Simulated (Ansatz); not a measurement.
# PtS2 monolayer (2H): relaxing the cell for a phonon run, part 2 of 2

Task: relax PtS2 monolayer (2H) tightly.

Ansatz 0.2.0; DFT PBE, scalar-relativistic, plane waves, PAW; PAW set soft_1.

So far. Step 2 (A coarse first look): The coarse mesh shows no gap.

## 5. Relaxing to small forces for the phonons

Phonons need a cell at rest on their own settings, so the relaxation is repeated with tight tolerances on forces and stress on the k mesh and occupations of the first response run.

Input file input.yaml:

```yaml
crystal:
  lattice:
    - [3.4841280649, 0.0, 0.0]
    - [-1.7420640325, 3.0173434143, 0.0]
    - [0.0, 0.0, 30.0]
  atoms:
    - { symbol: Pt, position: [0.3333333333, 0.6666666667, 0.3333333333] }
    - { symbol: S, position: [0.6666666667, 0.3333333333, 0.3796772318] }
    - { symbol: S, position: [0.6666666667, 0.3333333333, 0.2869894349] }
  periodic: [true, true, false]
kpoints:
  mp_grid: { grid: [18, 18, 1] }
hamiltonian:
  xc: pbe
  pseudopotentials: { kind: paw, azcp: { folder: soft_1 } }
scf:
  occupations: { method: methfessel_paxton, width: 0.2 }
output:
  forces: true
  stress: true
  eigenvalues: true
  write_density: true
  write_potential: true
  elf: true
  volumetric_format: npy
relax:
  adjacent_minimum: "off"
  f_tol: 0.001
  max_steps: 60
  cell: { stress_2d_tol: 0.002 }
```

Started as:

```bash
$ ansatz run input.yaml --threads 4 --pin off --max-ram 16384MiB --backend cpu --events-out ev --progress --plain --runs-dir out
```

Numbers of over 12 decimals in the logs are rounded to 6 here.

What it wrote:

```text
[...]
Crystal: 3 atoms, lattice volume = 315.384 Å³
Basis set: ecut = 420 eV, 6167 PW (Γ), exchange–correlation on 48×48×432 points (8 copies of the dense FFT grid, shifted against one another)
Bands: 19, of which v1, the nominal top of the filled ones, is band 15 counted from 1 (14 counted from 0)
Symmetry: 12 space group operations
[...]
--- Relaxed structure (4 steps of the walk, 4 accepted, 1 SCFs on fresh bases) ---
[...]
cell:  # Å, volume = 315.8539 Å³
    - [3.486721, 2.8889001355355665e-11, 0.0]
    - [-1.743361, 3.019589, 0.0]
    - [0.0, 0.0, 30.0]
  atoms:
    - { symbol: Pt, position: [0.333333, 0.666667, 0.333333] }
    - { symbol: S, position: [0.666667, 0.333333, 0.379591] }
    - { symbol: S, position: [0.666667, 0.333333, 0.287076] }
[key lines of the parts left out:]
SCF converged after 7 iterations
Free energy (F): -14328.148204 eV
Fermi energy:    -5.190061 eV
P = ½ c Tr σ = 0.0006 N/m
```

Elapsed: 61 s, on 4 threads of Arm Neoverse N1, shared host; peak memory 0.67 GiB.

Little changed from the start: no atom moved by 0.005 Å and no cell edge by 0.1 %.

Numbers from this step:

```
area per atom : 3.509 Å²
```

Electrostatic potential energy in the ac plane at fractional y = 0.333, with atoms of S within 0.2 Å of it. With pseudopotentials it is smooth inside the atoms' cores, unlike the true potential.

Ten even steps from '0' (-30 eV) to '9' (0 eV), each cell a mean:
```
99999999999999
99999999999999
99999999999999
99999999999999
99999999999999
99999999999999
99999999999999
99999999999999
99999999999999
99999999999999
99999999999999
99999999999999
99999999999999
99999999999999
89998751000036
77667764333457
77777753211246
89999862111247
99999999999999
99999999999999
99999999999999
99999999999999
99999999999999
99999999999999
```
Columns run along a (3.5 Å; values clipped at the 3rd and 97th percentile), rows up along c (30.0 Å). Atoms in or near the plane, at fractional coordinates: S at (0.67, 0.38), S at (0.67, 0.29).

Valence density in the ac plane at fractional y = 0.333, with atoms of S within 0.2 Å of it. It is the smooth field of the valence electrons, not physical close to the nuclei.

Ten even steps from '0' (0.00 × 1e-1 e/Å³) to '9' (8.82 × 1e-1 e/Å³), each cell a mean:
```
00000000000000
00000000000000
00000000000000
00000000000000
00000000000000
00000000000000
00000000000000
00000000000000
00000000000000
00000000000000
00000000000000
00000000000000
00000000000000
00000000111000
21011369978984
44554456767764
44444468877875
10001258878863
00000000000000
00000000000000
00000000000000
00000000000000
00000000000000
00000000000000
```
Columns run along a (3.5 Å), rows up along c (30.0 Å). Atoms in or near the plane, at fractional coordinates: S at (0.67, 0.38), S at (0.67, 0.29).

ELF in the ac plane at fractional y = 0.333, with atoms of S within 0.2 Å of it. It is the smooth field of the valence electrons, not physical close to the nuclei.

Values, 24 rows by 14 columns, each cell a mean:
```
0.00 0.00 0.00 0.00 0.00 0.00 0.00 0.00 0.00 0.00 0.00 0.00 0.00 0.00
0.00 0.00 0.00 0.00 0.00 0.00 0.00 0.00 0.00 0.00 0.00 0.00 0.00 0.00
0.00 0.00 0.00 0.00 0.00 0.00 0.00 0.00 0.00 0.00 0.00 0.00 0.00 0.00
0.00 0.00 0.00 0.00 0.00 0.00 0.00 0.00 0.00 0.00 0.00 0.00 0.00 0.00
0.00 0.00 0.00 0.00 0.00 0.00 0.00 0.00 0.00 0.00 0.00 0.00 0.00 0.00
0.00 0.00 0.00 0.00 0.00 0.00 0.00 0.00 0.00 0.00 0.00 0.00 0.00 0.00
0.00 0.00 0.00 0.00 0.00 0.00 0.00 0.00 0.00 0.00 0.00 0.00 0.00 0.00
0.00 0.00 0.00 0.00 0.00 0.00 0.00 0.00 0.00 0.00 0.00 0.00 0.00 0.00
0.00 0.00 0.00 0.00 0.00 0.00 0.00 0.00 0.00 0.00 0.00 0.00 0.00 0.00
0.00 0.00 0.00 0.00 0.00 0.00 0.00 0.00 0.00 0.00 0.00 0.00 0.00 0.00
0.00 0.00 0.00 0.00 0.00 0.00 0.00 0.00 0.00 0.00 0.00 0.00 0.00 0.00
0.00 0.00 0.00 0.00 0.00 0.00 0.00 0.00 0.00 0.00 0.00 0.00 0.00 0.00
0.01 0.00 0.00 0.00 0.00 0.01 0.02 0.03 0.04 0.05 0.05 0.04 0.03 0.01
0.13 0.04 0.01 0.02 0.09 0.24 0.41 0.55 0.62 0.64 0.63 0.58 0.48 0.33
0.50 0.21 0.10 0.13 0.38 0.67 0.82 0.78 0.57 0.47 0.50 0.70 0.83 0.78
0.34 0.30 0.30 0.30 0.32 0.39 0.48 0.53 0.47 0.40 0.43 0.51 0.51 0.44
0.38 0.29 0.26 0.27 0.34 0.46 0.58 0.60 0.47 0.37 0.40 0.56 0.61 0.53
0.46 0.18 0.07 0.11 0.34 0.64 0.81 0.81 0.69 0.61 0.64 0.77 0.83 0.75
0.09 0.03 0.01 0.01 0.06 0.16 0.30 0.43 0.49 0.52 0.51 0.46 0.37 0.24
0.00 0.00 0.00 0.00 0.00 0.00 0.01 0.02 0.02 0.03 0.02 0.02 0.01 0.01
0.00 0.00 0.00 0.00 0.00 0.00 0.00 0.00 0.00 0.00 0.00 0.00 0.00 0.00
0.00 0.00 0.00 0.00 0.00 0.00 0.00 0.00 0.00 0.00 0.00 0.00 0.00 0.00
0.00 0.00 0.00 0.00 0.00 0.00 0.00 0.00 0.00 0.00 0.00 0.00 0.00 0.00
0.00 0.00 0.00 0.00 0.00 0.00 0.00 0.00 0.00 0.00 0.00 0.00 0.00 0.00
```
Columns run along a (3.5 Å), rows up along c (30.0 Å). Atoms in or near the plane, at fractional coordinates: S at (0.67, 0.38), S at (0.67, 0.29).

The largest force component left is 0.12 meV/Å, within the tolerances set.

## 6. Summary of results

| Quantity | Value |
| --- | --- |
| space group after relaxation (within 0.01 Å) | P-6m2 |
| lattice constant a | 3.487 Å |
| lattice constant b | 3.487 Å |
| area per atom | 3.51 Å² |

In words: The largest force component left is 0.12 meV/Å, within the tolerances set. The relaxation keeps the symmetry of its start, so it says nothing on stability against lower symmetry. Spin-orbit coupling is left out, which can matter for the heavy elements here. The starting cell was built on a prototype and not taken from a measurement.

[Logs are printed without paths, hosts, clocks, repeated set-up lines and the standing remarks that a program may print on its own settings, such as how far it seeks lower states.]

[Hosts, paths, dates, database ids (printed as entryN), source tags and the programs' standing remarks are cut or masked in the printed files.]
